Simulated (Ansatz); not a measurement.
## ReS2 (P-1): spin-orbit coupling beyond the local functionals

Aim: the spin-orbit change of the gap of ReS2 (P-1).

Method: density functionals with and without spin-orbit coupling, plane waves, PAW, in Ansatz 0.2.0.

**What was measured.**

- Gap 1.4 ± 0.07 eV: bulk gap, range of earlier optical and transport experiments; optical spectroscopies and electronic transport; bulk crystal (quoted in “Prevalence of oxygen defects in an in-plane anisotropic transition metal dichalcogenide”, 2020, arxiv:2010.04695).

- Gap 1.47 ± 0.03 eV: onset of direct optical absorption; optical transmission; bulk crystal (single crystal grown by iodine chemical vapour transport) (“Narrow-band anisotropic electronic structure of ReS2”, 2017, arxiv:1703.04725).

- Gap 1.46 eV: band-edge emission peak from CL; cathodoluminescence; film (about 20 nm PLD film on MoS2 template, c plane vertical) (“Growth of epitaxial ReS2 thin film by pulsed laser deposition”, 2018, arxiv:1810.09738).

**1. Starting point**

The cell holds 24 atoms: 8 Re and 16 S. Its edges and angles: a = 6.299 Å, b = 6.403 Å, c = 12.465 Å, α = 76.1°, β = 89.6°, γ = 61.2°.

The structure was relaxed with LDA. The runs that relaxed it are not among those shown. The default PAW set here is soft_2. Its files were made with PBE.

**2. HSE06, 2×2×2 mesh**

This step: DFT, HSE06, plane waves, PAW.

File input.yaml:

```yaml
crystal:
  lattice:
    - [6.2989537799, -0.00646894, -0.0061714448]
    - [3.087508251, 5.6095758075, 0.0084334608]
    - [0.112720449, 3.3474939886, 12.0062539056]
  atoms:
    - { symbol: Re, position: [0.1875100997, 0.0651749851, 0.2459762644] }
    - { symbol: Re, position: [0.3124637612, 0.434739391, 0.2540115758] }
    - { symbol: Re, position: [0.761731171, 0.0364124181, 0.2487564653] }
    - { symbol: Re, position: [0.6875362388, 0.565260609, 0.7459884242] }
    - { symbol: Re, position: [0.8124899003, 0.9348250149, 0.7540237356] }
    - { symbol: Re, position: [0.2617566349, 0.5364951982, 0.7487693656] }
    - { symbol: Re, position: [0.7382433651, 0.4635048018, 0.2512306344] }
    - { symbol: Re, position: [0.238268829, 0.9635875819, 0.7512435347] }
    - { symbol: S, position: [0.9062849715, 0.7128833878, 0.1521538372] }
    - { symbol: S, position: [0.6014588571, 0.7791565756, 0.8796751717] }
    - { symbol: S, position: [0.3640402707, 0.7527491867, 0.1385837188] }
    - { symbol: S, position: [0.1446811686, 0.7217048739, 0.8943923913] }
    - { symbol: S, position: [0.3553470861, 0.7783724024, 0.6056207948] }
    - { symbol: S, position: [0.135933882, 0.7471647778, 0.3614074152] }
    - { symbol: S, position: [0.6359597293, 0.2472508133, 0.8614162812] }
    - { symbol: S, position: [0.864066118, 0.2528352222, 0.6385925848] }
    - { symbol: S, position: [0.101423838, 0.2790806017, 0.3796591661] }
    - { symbol: S, position: [0.5936918728, 0.787028944, 0.3478334048] }
    - { symbol: S, position: [0.0937150285, 0.2871166122, 0.8478461628] }
    - { symbol: S, position: [0.4063081272, 0.212971056, 0.6521665952] }
    - { symbol: S, position: [0.8553188314, 0.2782951261, 0.1056076087] }
    - { symbol: S, position: [0.6446529139, 0.2216275976, 0.3943792052] }
    - { symbol: S, position: [0.3985411429, 0.2208434244, 0.1203248283] }
    - { symbol: S, position: [0.898576162, 0.7209193983, 0.6203408339] }
kpoints:
  mp_grid: { grid: [2, 2, 2] }
  band_path:
    path:
      - [0.0, 0.0, 0.0]
      - [0.5, 0.0, 0.0]
      - [0.0, 0.0, -0.5]
      - [0.0, 0.5, 0.5]
      - [0.5, 0.5, 0.0]
      - [0.0, 0.5, 0.0]
      - [0.5, 0.5, 0.5]
      - [0.5, 0.0, -0.5]
      - [0.0, 0.25, -0.5]
    npoints: 1
hamiltonian:
  xc: hse06
scf:
  occupations: { method: fixed }
  n_extra_bands: 12
output:
  eigenvalues: true
```

Run with:

```sh
> ansatz run input.yaml --threads 3 --pin off --max-ram 92160MiB --backend cuda --events-out ev --progress --plain --runs-dir out --devices 1 --max-vram 13GiB
```

Standard output:

```text
scf.n_extra_bands = 12 over 108 filled bands (N_el = 216.0): the run solves 120 bands
GPUs: using 1 of 1 available (devices: 1).
Engine: ansatz 0.2.0, x86_64-unknown-linux-gnu
Pseudopotentials: kind: paw
Pseudopotential: Re, paw, valence charge 15, recommended cutoff 420 eV (normal), Re.paw.azcp
Pseudopotential: S, paw, valence charge 6, recommended cutoff 420 eV (normal), S.paw.azcp
Functional definition: HSE06
  parameter a = 0.25
  parameter omega = 0.11/bohr
  exchange = pbe_x - a*pbe_x_sr(omega) + a*exact_x_sr(omega)
  correlation = pbe_c
davidson cushion auto → on  (no smearing: the cushion is to keep the highest requested band from converging to the state above it; pin scf.eigensolver.cushion to override)
device memory: the entry about to start is reckoned to put 5.5 GiB on a device that reports 56.6 GiB free (of which the cap on the GPU budget leaves the run 13.0 GiB)
GPU FFT provider: cuFFT
GPU libraries: cuBLAS 13.8.2, cuFFT 12.4.0, cuSOLVER 12.3.4
Crystal: 24 atoms, lattice volume = 424.237 Å³
Basis set: ecut = 420 eV, 8317 PW (Γ)
Bands: 120, of which v1, the nominal top of the filled ones, is band 108 counted from 1 (107 counted from 0)
Symmetry: 2 space group operations
Space group: P-1 (ITA 2), of the structure as read, at distance tolerance 7.5e-5 Å
k-points: 8
Non-local potential: Re, projectors of the file, l = 0: 3, l = 1: 2, l = 2: 2, l = 3: 1
Non-local potential: S, projectors of the file, l = 0: 2, l = 1: 2, l = 2: 2
PAW form: soft (Blöchl's): semilocal exchange-correlation on the pseudo side does not see the compensation charge
PAW frozen core: Re, regenerated for the run's functional, and the local potential with it (the file was generated under x = pbe(κ = 0.804, μ = 0.219515), c = pbe(β = 0.066725))
PAW frozen core: S, regenerated for the run's functional, and the local potential with it (the file was generated under x = pbe(κ = 0.804, μ = 0.219515), c = pbe(β = 0.066725))
PAW one-centre angular grid: Re, 590 points (default); XC on 64 Gauss nodes
PAW one-centre angular grid: S, 110 points (default); XC on 64 Gauss nodes
Initial density: superposition of atomic densities (neutral atoms: chi_scale 0, normalization atom), corrected by the library's trained network
Initial wavefunctions: pseudopotential atomic-orbital guess
GPU buffer pool allocated for 182250 grid points (all kernels)
GPU transforms: local potential and band sums: pruned to the plane-wave sphere, on 45×45×90
Functional: x = pbe(κ = 0.804, μ = 0.219515), c = pbe(β = 0.066725), warm-up for x = pbe(κ = 0.804, μ = 0.219515) + 0.25 (exact − pbe) at short range (hse, ω = 0.207870 Å⁻¹), c = pbe(β = 0.066725); HSE06 as pw.x's `hse` composes it (authors' and Libxc's form: `xc: wpbeh`)
[...]
iter 6 solved again at ethr=1.80e-10 eV; its pass at ethr=2.47e-9 eV (dr2=3.89e-7 eV) is discarded
SCF iter   6: F=—  HF=-101408.609662 eV  |F-HF|=—  |Δ(HF+E_count)|=   7.74e-7  Δρ=5.87e-6  dr2=2.10e-6  ethr=1.80e-10  ⟨swp⟩=3.0  Hψ=4348  notcnv=0
SCF iter   7: F=—  HF=-101408.609670 eV  |F-HF|=—  |Δ(HF+E_count)|=   8.48e-6  Δρ=1.24e-5  dr2=6.27e-7  ethr=1.76e-10  ⟨swp⟩=6.5  Hψ=3282  notcnv=0  defer=12
SCF iter   8: F=—  HF=-101408.609670 eV  |F-HF|=—  |Δ(HF+E_count)|=   1.10e-7  Δρ=4.40e-6  dr2=3.78e-7  ethr=1.76e-10  ⟨swp⟩=3.0  Hψ=2228  notcnv=0
SCF iter   9: F=—  HF=-101408.609671 eV  |F-HF|=—  |Δ(HF+E_count)|=   1.31e-6  Δρ=5.69e-6  dr2=1.29e-7  ethr=1.94e-11  ⟨swp⟩=7.0  Hψ=3442  notcnv=0  defer=24
SCF iter  10: F=-101408.609671 eV  HF=-101408.609671 eV  |F-HF|=1.15e-8  |Δ(HF+E_count)|=   1.79e-7  Δρ=2.49e-6  dr2=2.11e-8  ethr=1.94e-11  ⟨swp⟩=5.8  Hψ=2674  notcnv=0  defer=48
SCF 3 converged in 10 iterations: F = -101408.609671 eV  dr2 = 2.11e-8
hybrid outer 2: dexx = +1.139e-4 eV, tail = 3.37e-7 eV, Δε = 4.49e-3 eV (about 1.07e-4 eV left of the loop's levels)
the search or the solves at the SCF's close seem to have found levels that the self-consistency loop had missed (the run counts 2). By its estimate they hold under 1e-12 electrons; where the run keeps them, the occupations were computed again with them
device memory: the entry about to start is reckoned to put 2.1 GiB on a device that reports 52.6 GiB free (of which the cap on the GPU budget leaves the run 13.0 GiB)
NSCF: frozen V_eff on 9 k-points
hybrid SCF converged: 2 outer / 19 inner (+6 warm-up), last move |dexx| = 1.14e-4 eV, tail = 3.37e-7 eV
Stability not checked: this state was not tested for a lower state beside it, because the functional holds exact exchange (a hybrid, or Hartree-Fock), whose exchange loop this test does not read (fock_operator; see scf.lower_state_search)
Free energy (F): -101408.609675 eV
Frozen-core exchange: fock
Harris-Foulkes:  -101408.609675 eV  (|F-HF|=1.15e-8)
Internal energy: -101408.609675 eV  (E = F + TS)
E sigma→0 (E₀):  -101408.609675 eV
Fermi energy:    10.697716 eV
--- Per-component energies (eV) ---
  E_band       = -2105.029623
  E_kinetic    = 6053.046537
  E_local      = -18115.547590  (includes V_loc(G=0)·N_el)
  E_nonlocal   = 848.788202
  E_hartree    = 7267.488175
  E_xc         = -3803.485087
  E_vxc        = -3053.568604  (∫ρ·V_xc dr)
  E_exx        = -547.730743  (= α·E_x^exact, valence–valence)
  E_paw        = -79327.498035  (= ΣΔE_a)
  E_vpaw       = -1277.264337  (= ΣTr[D̂ρ^β])
  E_aug_tail   = -0.000554  (compensation charges beyond the density's cutoff)
  E_ewald      = -13761.263082
  E_core_change = -22.407498  (= ΣΔE_core)
  E_smearing   = -0.000000  (= −TS)
  E_closure    = 0.000000  (closes the sum)
  Σ components = -101408.609675   (vs F -101408.609675, Δ=0.00e0)
--- Band table (eV; the first three rows and the last of 8) ---
  k-point 0: bands = [... 104 lower, 10.2766, 10.3466, 10.3781, 10.6977, 12.5483, 12.7476, 13.3261, 13.3788, ... 8 higher]
  k-point 1: bands = [... 104 lower, 10.2388, 10.2388, 10.6238, 10.6240, 12.6469, 12.6470, 13.3564, 13.3564, ... 8 higher]
  k-point 2: bands = [... 104 lower, 10.1300, 10.1301, 10.3525, 10.3525, 12.8912, 12.8912, 13.2815, 13.2815, ... 8 higher]
  k-point 7: bands = [... 104 lower, 10.0075, 10.0076, 10.1315, 10.1316, 12.8781, 12.8782, 13.0943, 13.0944, ... 8 higher]
```

Wall time 80 s (1 × NVIDIA H100 80GB HBM3 (shared by 6 runs) with 3 threads of AMD EPYC 7R13 (Zen 3), shared host); peak memory 1.9 GiB; 2.5 min of CPU time.

Numbers from this step:

```
gap                     : 1.851 eV
valence top at          : Γ
conduction bottom at    : Γ
least direct gap        : 1.851 eV
exact-exchange fraction : 0.25
```

The gap is direct, at Γ.

**3. HSE06+SOC, 2×2×2 mesh**

The many-body steps leave out spin-orbit coupling, so its effect is taken from a two-component run, with twice the bands.

This step: DFT, HSE06 with spin-orbit coupling, plane waves, PAW.

input.yaml, as its differences from that of step 2:

```diff
@@ -48,4 +48,11 @@
   occupations: { method: fixed }
-  n_extra_bands: 12
+  n_extra_bands: 24
+magnetization:
+  noncollinear: true
+  spin_orbit: true
 output:
   eigenvalues: true
+  write_density: true
+  write_potential: true
+  elf: true
+  volumetric_format: npy
```

Standard output:

```text
[...]
GPUs: using 1 of 1 available (devices: 1).
[...]
non-collinear run that drives no moment, with spin-orbit: no starting moment large enough to seed its density (crystal.atoms[].spin), no starting occupations that ask for one, no magnetisation constraint and no magnetic field, so the semilocal B_xc is pinned to zero
[...]
GPU FFT provider: cuFFT
GPU libraries: cuBLAS 13.8.2, cuFFT 12.4.0, cuSOLVER 12.3.4
Crystal: 24 atoms, lattice volume = 424.237 Å³
Basis set: ecut = 420 eV, 8317 PW (Γ)
Bands: 240, of which v1, the nominal top of the filled ones, is band 216 counted from 1 (215 counted from 0)
Symmetry: 2 space group operations + 2 with time reversal
[...]
k-points: 8
Projection manifold: j_resolved (fully-relativistic pseudo-atomic orbitals)
[...]
GPU buffer pool allocated for 182250 grid points (all kernels)
[...]
SCF iter   1: F=—  HF=-101615.643487 eV  |F-HF|=—  |Δ(HF+E_count)|=         —  Δρ=6.33e-2  dr2=6.19e1  dr2_m=0.00e0 (ungated)  ethr=1.00e-1  |M|=0.00e0 ∫|m|=0.00e0 μB  |m|>n=0.0e0 m-floor=0.0e0 τ_xc=0.0e0  β_m=0.30  ⟨swp⟩=3.1  Hψ=7565  notcnv=0
[...]
SCF iter  10: F=-101605.207417 eV  HF=-101605.207445 eV  |F-HF|=2.84e-5  |Δ(HF+E_count)|=   2.07e-4  Δρ=1.18e-4  dr2=5.55e-5  dr2_m=0.00e0 (ungated)  ethr=1.09e-6  |M|=0.00e0 ∫|m|=0.00e0 μB  |m|>n=0.0e0 m-floor=0.0e0 τ_xc=0.0e0  ⟨swp⟩=3.0  Hψ=4323  notcnv=0
SCF 1 stopped early in 10 iterations: F = -101605.207417 eV  dr2 = 5.55e-5
[...]
GPU FFT provider: cuFFT
GPU libraries: cuBLAS 13.8.2, cuFFT 12.4.0, cuSOLVER 12.3.4
Projection manifold: j_resolved (fully-relativistic pseudo-atomic orbitals)
[...]
GPU buffer pool allocated for 182250 grid points (all kernels)
[...]
Frozen-core exchange: fock
SCF iter   1: F=—  HF=-101466.325844 eV  |F-HF|=—  |Δ(HF+E_count)|=         —  Δρ=6.67e-3  dr2=1.80e-1  dr2_m=0.00e0 (ungated)  ethr=2.57e-7  |M|=0.00e0 ∫|m|=0.00e0 μB  |m|>n=0.0e0 m-floor=0.0e0 τ_xc=0.0e0  β_m=0.30  ⟨swp⟩=8.0  Hψ=12058  notcnv=0
[...]
SCF iter   8: F=-101466.337025 eV  HF=-101466.337042 eV  |F-HF|=1.68e-5  |Δ(HF+E_count)|=   7.68e-5  Δρ=6.18e-5  dr2=2.66e-5  dr2_m=0.00e0 (ungated)  ethr=1.03e-7  |M|=0.00e0 ∫|m|=0.00e0 μB  |m|>n=0.0e0 m-floor=0.0e0 τ_xc=0.0e0  ⟨swp⟩=3.0  Hψ=4562  notcnv=0
SCF 2 stopped early in 8 iterations: F = -101466.337025 eV  dr2 = 2.66e-5
[...]
hybrid outer 1: dexx = +1.009e-1 eV, tail = 3.76e-4 eV
GPU FFT provider: cuFFT
GPU libraries: cuBLAS 13.8.2, cuFFT 12.4.0, cuSOLVER 12.3.4
Projection manifold: j_resolved (fully-relativistic pseudo-atomic orbitals)
GPU buffer pool allocated for 182250 grid points (all kernels)
[...]
Frozen-core exchange: fock
SCF iter   1: F=—  HF=-101466.337833 eV  |F-HF|=—  |Δ(HF+E_count)|=         —  Δρ=1.31e-4  dr2=6.95e-5  dr2_m=0.00e0 (ungated)  ethr=8.69e-7  |M|=0.00e0 ∫|m|=0.00e0 μB  |m|>n=0.0e0 m-floor=0.0e0 τ_xc=0.0e0  β_m=0.30  ⟨swp⟩=3.8  Hψ=4578  notcnv=0
[...]
SCF iter   9: F=-101466.337887 eV  HF=-101466.337887 eV  |F-HF|=2.29e-8  |Δ(HF+E_count)|=   1.03e-8  Δρ=5.47e-6  dr2=4.28e-8  dr2_m=0.00e0 (ungated)  ethr=7.49e-11  |M|=0.00e0 ∫|m|=0.00e0 μB  |m|>n=0.0e0 m-floor=0.0e0 τ_xc=0.0e0  ⟨swp⟩=4.8  Hψ=4692  notcnv=0  defer=144
SCF 3 converged in 9 iterations: F = -101466.337887 eV  dr2 = 4.28e-8
[...]
NSCF: frozen V_eff on 9 k-points
[...]
Magnetization: |M| = 0.0000 μB,  M = (+0.0000, +0.0000, +0.0000) μB
Absolute magnetization: 0.0000 μB (∫|m|)
  site 0: m = (+0.0000, +0.0000, +0.0000) μB, |m| = 0.0000 μB  (R = 0.95 Å)
  site 1: m = (+0.0000, +0.0000, +0.0000) μB, |m| = 0.0000 μB  (R = 0.95 Å)
  site 2: m = (+0.0000, +0.0000, +0.0000) μB, |m| = 0.0000 μB  (R = 0.96 Å)
  site 3: m = (+0.0000, +0.0000, +0.0000) μB, |m| = 0.0000 μB  (R = 0.95 Å)
  site 4: m = (+0.0000, +0.0000, +0.0000) μB, |m| = 0.0000 μB  (R = 0.95 Å)
  site 5: m = (+0.0000, +0.0000, +0.0000) μB, |m| = 0.0000 μB  (R = 0.96 Å)
  site 6: m = (+0.0000, +0.0000, +0.0000) μB, |m| = 0.0000 μB  (R = 0.96 Å)
  site 7: m = (+0.0000, +0.0000, +0.0000) μB, |m| = 0.0000 μB  (R = 0.96 Å)
[...]
site 20: m = (+0.0000, +0.0000, +0.0000) μB, |m| = 0.0000 μB  (R = 0.96 Å)
  site 21: m = (+0.0000, +0.0000, +0.0000) μB, |m| = 0.0000 μB  (R = 0.96 Å)
  site 22: m = (+0.0000, +0.0000, +0.0000) μB, |m| = 0.0000 μB  (R = 0.95 Å)
  site 23: m = (+0.0000, +0.0000, +0.0000) μB, |m| = 0.0000 μB  (R = 0.95 Å)
Free energy (F): -101466.337890 eV
Frozen-core exchange: fock
[...]
Internal energy: -101466.337890 eV  (E = F + TS)
E sigma→0 (E₀):  -101466.337890 eV
Fermi energy:    10.858096 eV
[...]
--- Band table (eV; the first three rows and the last of 8) ---
  k-point 0: bands = [... 212 lower, 10.4485, 10.4485, 10.8581, 10.8581, 12.5139, 12.5139, 12.6956, 12.6956, ... 20 higher]
  k-point 1: bands = [... 212 lower, 10.7450, 10.7450, 10.7451, 10.7451, 12.6044, 12.6044, 12.6044, 12.6044, ... 20 higher]
  k-point 2: bands = [... 212 lower, 10.5177, 10.5177, 10.5177, 10.5177, 12.8367, 12.8367, 12.8368, 12.8368, ... 20 higher]
  k-point 7: bands = [... 212 lower, 10.1954, 10.1954, 10.1955, 10.1955, 12.8376, 12.8376, 12.8376, 12.8376, ... 20 higher]
```

Elapsed: 5.8 min, on 1 × NVIDIA H100 80GB HBM3 (shared by 6 runs) with 3 threads; peak memory 4.4 GiB.

Read from the output:

- gap: 1.656 eV
- valence top at: Γ
- conduction bottom at: Γ
- least direct gap: 1.656 eV
- exact-exchange fraction: 0.25

The gap stands −0.19 eV against HSE06.

**4. Together**

Times are wall times on 1 × NVIDIA H100 80GB HBM3 (shared by 6 runs) with 3 threads of AMD EPYC 7R13 (Zen 3), shared host, good to a factor of about two.

```tsv
level	gap (eV)	with coupling (eV)	change (eV)	time	with coupling
HSE06	1.85	1.66	−0.19	80 s	5.8 min
```

**5. Outcome**

```json
{
 "HSE06": "1.85 eV",
 "HSE06+SOC": "1.66 eV"
}
```

What this shows: Spin-orbit coupling changes the gap by −0.19 eV and the least direct gap by −0.19 eV. Against experiment, by HSE06+SOC: the gap of 1.66 eV lies +0.26 eV from the measured 1.4 ± 0.07 eV (transport, quoted 2020); the direct gap of 1.66 eV lies +0.19 eV from the measured 1.47 ± 0.03 eV (direct, 2017); the direct gap of 1.66 eV lies +0.20 eV from the measured 1.46 eV (exciton, 2018). An exciton line or allowed optical edge lies below the quasiparticle gap by the binding energy; a forbidden edge can push the onset above it. The lattice is static and excitons are left out. The runs have no spin polarisation. For a closed low-spin shell that is the natural state; where a d or f shell is open it is a constraint, and the gap is then not the crystal's own.

[Long decimals in the printed logs are rounded to 6 places.]

[Logs are printed without paths, hosts, clocks, repeated set-up lines and the standing remarks that a program may print on its own settings, such as how far it seeks lower states.]

[Paths, hosts, dates, memory and timing lines, banners, echoed tables and standing remarks are left out of the program output; an Ansatz launch command may be rebuilt from the run's recorded settings. Measured values are a selection of at most five: reports struck by readers or far from the other reports are left out. None is set beside runs whose start may be inverted or whose files or cutoffs have a known fault.]

[Runs of the session that timed out or met a known fault of the program may be left out.]

[Cells called generated may have been cut or substituted from an entry of the Crystallography Open Database or the Materials Project.]

[Hosts, paths, dates, database ids (printed as entryN), source tags and the programs' standing remarks are cut or masked in the printed files.]

[Where the starting crystal was built by hand or by swapping elements, it need not be the compound's stable phase.]
